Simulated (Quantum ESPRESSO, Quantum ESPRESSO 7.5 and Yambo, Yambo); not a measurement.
## Quasiparticle gap of LiH (Fm-3m) in Yambo

Wanted: ground state, empty states, screening and self-energy for LiH (Fm-3m).

Method: PBE and many-body steps on it, plane waves, in Quantum ESPRESSO 7.5 and Yambo 5.3.0.

Most raw output is cut from this account.

The database entry behind the starting cell differs from later determinations by our own check (the deuteride, about 0.2 % short), so it need not match the best structure at ambient conditions.

## (1) The starting structure

The structure is cubic, space group Fm-3m (No. 225). The conventional cell has a = 4.074 Å, b = 4.074 Å, c = 4.074 Å, α = 90.00°, β = 90.00°, γ = 90.00°. Nearest to Li lie 6 H at 2.04 Å. H has 6 Li at 2.04 Å nearest. Farther neighbours are not listed.

The cell and positions come from the Crystallography Open Database and are kept as given unless a step says otherwise.

## (2) Ground state

This step: Quantum ESPRESSO 7.5; DFT, PBE, plane waves, norm-conserving pseudopotentials.

The ground-state density comes first.

Input file pw.in:

```
&control
  calculation = 'scf'
  prefix = 'x'
  outdir = 'o'
  pseudo_dir = 'pseudo'
/
&system
  ibrav = 0
  nat = 2
  ntyp = 2
  ecutwfc = 66.0
  nbnd = 7
  force_symmorphic = .true.
/
&electrons
  conv_thr = 1e-10
  electron_maxstep = 80
  mixing_beta = 0.5
/
ATOMIC_SPECIES
  Li 6.94 Li.upf
  H 1.008 H.upf
CELL_PARAMETERS angstrom
  0.0000000000 2.0367500000 2.0367500000
  2.0367500000 -0.0000000000 2.0367500000
  2.0367500000 2.0367500000 -0.0000000000
ATOMIC_POSITIONS crystal
  Li 0.0000000000 0.0000000000 0.0000000000
  H 0.5000000000 0.5000000000 0.5000000000
K_POINTS automatic
  8 8 8 0 0 0
```

The run is started by

```bash
$ OMP_NUM_THREADS=1 mpirun -n 4 pw.x -nk 4 -in pw.in > pw.out
```

It took 1.4 s on 4 MPI ranks of Arm Neoverse V1, shared host; peak memory 0.05 GiB.

Numbers from this step:

- total energy: -212.7310 eV
- gap: 3.022 eV
- k of the valence top: 0, -0.5, -0.5
- k of the conduction bottom: 0, -0.5, -0.5
- least direct gap: 3.022 eV

The gap is direct, at (0.000, -0.500, -0.500).

## (3) Bands along the symmetry lines

Levels along a band path, at the cheap level, show where the edges lie and whether the meshes to come will hold them.

Input file pw.in:

```
&control
  calculation = 'bands'
  prefix = 'x'
  outdir = 'o'
  pseudo_dir = 'pseudo'
/
&system
  ibrav = 0
  nat = 2
  ntyp = 2
  ecutwfc = 66.0
  nbnd = 8
  force_symmorphic = .true.
/
&electrons
  conv_thr = 1e-9
  electron_maxstep = 80
  diago_full_acc = .true.
  diago_thr_init = 5e-6
/
ATOMIC_SPECIES
  Li 6.94 Li.upf
  H 1.008 H.upf
CELL_PARAMETERS angstrom
  0.0000000000 2.0367500000 2.0367500000
  2.0367500000 -0.0000000000 2.0367500000
  2.0367500000 2.0367500000 -0.0000000000
ATOMIC_POSITIONS crystal
  Li 0.0000000000 0.0000000000 0.0000000000
  H 0.5000000000 0.5000000000 0.5000000000
K_POINTS crystal
  50
  0.00000000 0.00000000 0.00000000 1
  0.06250000 0.00000000 0.06250000 1
  0.12500000 0.00000000 0.12500000 1
  0.18750000 0.00000000 0.18750000 1
  0.25000000 0.00000000 0.25000000 1
  0.31250000 0.00000000 0.31250000 1
  0.37500000 0.00000000 0.37500000 1
  0.43750000 0.00000000 0.43750000 1
  0.50000000 0.00000000 0.50000000 1
  0.51562500 0.03125000 0.51562500 1
  0.53125000 0.06250000 0.53125000 1
  0.54687500 0.09375000 0.54687500 1
  0.56250000 0.12500000 0.56250000 1
  0.57812500 0.15625000 0.57812500 1
  0.59375000 0.18750000 0.59375000 1
  0.60937500 0.21875000 0.60937500 1
  0.62500000 0.25000000 0.62500000 1
  0.37500000 0.37500000 0.75000000 1
  0.32812500 0.32812500 0.65625000 1
  0.28125000 0.28125000 0.56250000 1
  0.23437500 0.23437500 0.46875000 1
  0.18750000 0.18750000 0.37500000 1
  0.14062500 0.14062500 0.28125000 1
  0.09375000 0.09375000 0.18750000 1
  0.04687500 0.04687500 0.09375000 1
  0.00000000 0.00000000 0.00000000 1
  0.06250000 0.06250000 0.06250000 1
  0.12500000 0.12500000 0.12500000 1
  0.18750000 0.18750000 0.18750000 1
  0.25000000 0.25000000 0.25000000 1
  0.31250000 0.31250000 0.31250000 1
  0.37500000 0.37500000 0.37500000 1
  0.43750000 0.43750000 0.43750000 1
  0.50000000 0.50000000 0.50000000 1
  0.50000000 0.46875000 0.53125000 1
  0.50000000 0.43750000 0.56250000 1
  0.50000000 0.40625000 0.59375000 1
  0.50000000 0.37500000 0.62500000 1
  0.50000000 0.34375000 0.65625000 1
  0.50000000 0.31250000 0.68750000 1
  0.50000000 0.28125000 0.71875000 1
  0.50000000 0.25000000 0.75000000 1
  0.50000000 0.21875000 0.71875000 1
  0.50000000 0.18750000 0.68750000 1
  0.50000000 0.15625000 0.65625000 1
  0.50000000 0.12500000 0.62500000 1
  0.50000000 0.09375000 0.59375000 1
  0.50000000 0.06250000 0.56250000 1
  0.50000000 0.03125000 0.53125000 1
  0.50000000 0.00000000 0.50000000 1
```

Elapsed: 1.2 s, on 4 MPI ranks; peak memory 0.05 GiB.

Numbers from this step:

```
gap                        : 3.022 eV
k of the valence top       : 0.5, 0, 0.5
k of the conduction bottom : 0.5, 0, 0.5
least direct gap           : 3.022 eV
```

The gap is 3.022 eV, as in the run before at this level.

Electronic bands along the path, in eV, zero at the top of the highest filled band; v1 is the highest filled band, c1 the lowest empty one:

```
    point      v2     v1     c1     c2     c3     c4
        Γ  -44.30  -5.25  15.48  17.40  17.40  17.40
  halfway  -44.28  -3.75  10.13  12.73  12.73  15.96
        X  -44.25   0.00   3.02  10.59  10.59  13.70
  halfway  -44.25  -0.08   3.30   8.96  10.86  15.50
        U  -44.25  -0.47   4.13   7.41  11.68  15.68
jump to K  -44.25  -0.47   4.13   7.41  11.68  15.68
  halfway  -44.27  -3.67   9.75   9.89  15.65  16.99
        Γ  -44.30  -5.25  15.48  17.40  17.40  17.40
  halfway  -44.28  -4.21   9.46  14.60  16.21  16.21
        L  -44.26  -2.49   4.80  13.25  16.07  16.07
  halfway  -44.26  -1.61   5.00   8.66  12.93  15.97
        W  -44.25  -0.20   5.24   5.24  11.40  17.12
  halfway  -44.25  -0.10   3.58   7.93  10.99  16.83
        X  -44.25   0.00   3.02  10.59  10.59  13.70
```

## (4) Empty states on the mesh, 8×8×8 mesh, 40 bands

The sums over transitions need many empty states on a uniform mesh; this step solves for them.

Input file pw.in:

```
&control
  calculation = 'nscf'
  prefix = 'x'
  outdir = 'o'
  pseudo_dir = 'pseudo'
/
&system
  ibrav = 0
  nat = 2
  ntyp = 2
  ecutwfc = 66.0
  nbnd = 40
  force_symmorphic = .true.
/
&electrons
  conv_thr = 1e-9
  electron_maxstep = 80
  diago_full_acc = .true.
  diago_thr_init = 5e-6
/
ATOMIC_SPECIES
  Li 6.94 Li.upf
  H 1.008 H.upf
CELL_PARAMETERS angstrom
  0.0000000000 2.0367500000 2.0367500000
  2.0367500000 -0.0000000000 2.0367500000
  2.0367500000 2.0367500000 -0.0000000000
ATOMIC_POSITIONS crystal
  Li 0.0000000000 0.0000000000 0.0000000000
  H 0.5000000000 0.5000000000 0.5000000000
K_POINTS automatic
  8 8 8 0 0 0
```

Elapsed: 2.3 s, on 4 MPI ranks; peak memory 0.18 GiB; 8.9 s of CPU time.

Numbers from this step:

```yaml
gap: 3.022 eV
k_of_the_valence_top: 0, -0.5, -0.5
k_of_the_conduction_bottom: 0, -0.5, -0.5
least_direct_gap: 3.022 eV
k_points_computed: 29
lowest_point_of_the_top_converged_band_above_the_valence_top: 85.7791 eV
```

On this mesh the gap is 3.022 eV.

## (5) Conversion and set-up

This step: Yambo 5.3.0; conversion and set-up on PBE, plane waves, norm-conserving pseudopotentials.

The states are converted to the many-body program's format and the q mesh is built.

The run is started by

```bash
$ (cd o/x.save; p2y > p2y.log; mv SAVE ../..); yambo > setup.log
```

Wall time 1.9 s (1 MPI rank); peak memory 0.23 GiB.

## (6) Screening and self-energy, 8×8×8 mesh, 40 bands, screening to 163.3 eV

Now the one-shot GW correction: screening in the RPA, then the self-energy of the levels asked for.

This step: G0W0 on PBE, plane waves, norm-conserving pseudopotentials.

Input file gw1.in:

```
HF_and_locXC
gw0
dyson
ppa
em1d
rim_cut
RandQpts= 1000000
RandGvec= 1 RL
EXXRLvcs= 66 Ry
VXCRLvcs= 264 Ry
Chimod= "HARTREE"
% BndsRnXp
 1 | 40 |
%
NGsBlkXp= 12 Ry
% LongDrXp
 1 | 1 | 1 |
%
% GbndRnge
 1 | 40 |
%
DysSolver= "n"
ExtendOut
PPAPntXp= 27.21138 eV
% QPkrange
 21 | 21 | 1 | 4 |
 1 | 1 | 1 | 4 |
%
```

The run is started by

```bash
$ OMP_NUM_THREADS=1 mpirun -n 4 yambo -F gw1.in -J gw1 -C gw1 > gw1.log
```

Wall time 30 s (4 MPI ranks); peak memory 1.1 GiB.

Numbers from this step:

```
G0W0 gap on the points computed              : 4.892 eV
starting gap on the mesh                     : 3.022 eV
k of the valence top                         : 0, -0.5, -0.5
k of the conduction bottom                   : 0, -0.5, -0.5
least direct G0W0 gap on the computed points : 4.892 eV
Z at the valence top                         : 0.7821
Z at the conduction bottom                   : 0.8197
```

The gap on the mesh goes from 3.02 eV to 4.89 eV, a correction of +1.87 eV.

Limits: finite bands, cutoff and mesh. v1 is the top filled band, c1 the lowest empty one. The levels before and after the correction (eV, zero at the valence-band top of each column):

```
           conduction bottom  valence top
Kohn-Sham               3.02         0.00
     G0W0               4.89         0.00
```

|  | level | energy (eV) |
| --- | --- | --- |
| Kohn-Sham | (0 -0.5 -0.5) v2 | -44.251 |
| Kohn-Sham | (0 -0.5 -0.5) v1 | 0.000 |
| Kohn-Sham | (0 -0.5 -0.5) c1 | 3.022 |
| Kohn-Sham | (0 -0.5 -0.5) c2 | 10.588 |
| G0W0 | (0 -0.5 -0.5) v2 | -49.398 |
| G0W0 | (0 -0.5 -0.5) v1 | 0.000 |
| G0W0 | (0 -0.5 -0.5) c1 | 4.892 |
| G0W0 | (0 -0.5 -0.5) c2 | 12.801 |

## (7) Where the time went

Times are wall times on the hardware named with each run, good to a factor of about two.

| step | time | share | memory (GiB) |
| --- | --- | --- | --- |
| ground state | 1.4 s | 4 % | 0.05 |
| bands along the symmetry lines | 1.2 s | 3 % | 0.05 |
| empty states on the mesh | 2.3 s | 6 % | 0.18 |
| conversion and set-up | 1.9 s | 5 % | 0.23 |
| screening and self-energy | 30 s | 82 % | 1.1 |

## (8) Outcome

```yaml
pbe_gap: 3.02 eV, direct
g0w0_gap_on_the_mesh: 4.89 eV
gw_settings: 8×8×8 mesh, 40 bands, screening to 163.3 eV, Godby-Needs plasmon pole
known_limits: not at the basis limit
```

What this shows: G0W0 moves the gap on the mesh from 3.02 eV to 4.89 eV (+1.87 eV), with Z of 0.78 and 0.82 at the edges. Only 2 of the mesh's irreducible points were corrected, so a valley elsewhere could overtake. The dearest step here is «screening and self-energy». Bands and cutoff are finite, so the gap is not at the basis limit. The miss can reach some tenths of an eV and take either sign; the mesh is an error of its own. In the G0W0 run levels were corrected at 2 k points alone, so a gap called «on the mesh» is the least over those, and an edge elsewhere would be missed.

[Paths, hosts, dates, memory and timing lines, banners, echoed tables and standing remarks are left out of the program output.]

[Logs are printed without paths, hosts, clocks, repeated set-up lines and the standing remarks that a program may print on its own settings, such as how far it seeks lower states.]

[Runs of the session that timed out or met a known fault of the program may be left out.]

[Hosts, paths, dates, database ids (printed as entryN), source tags and the programs' standing remarks are cut or masked in the printed files.]
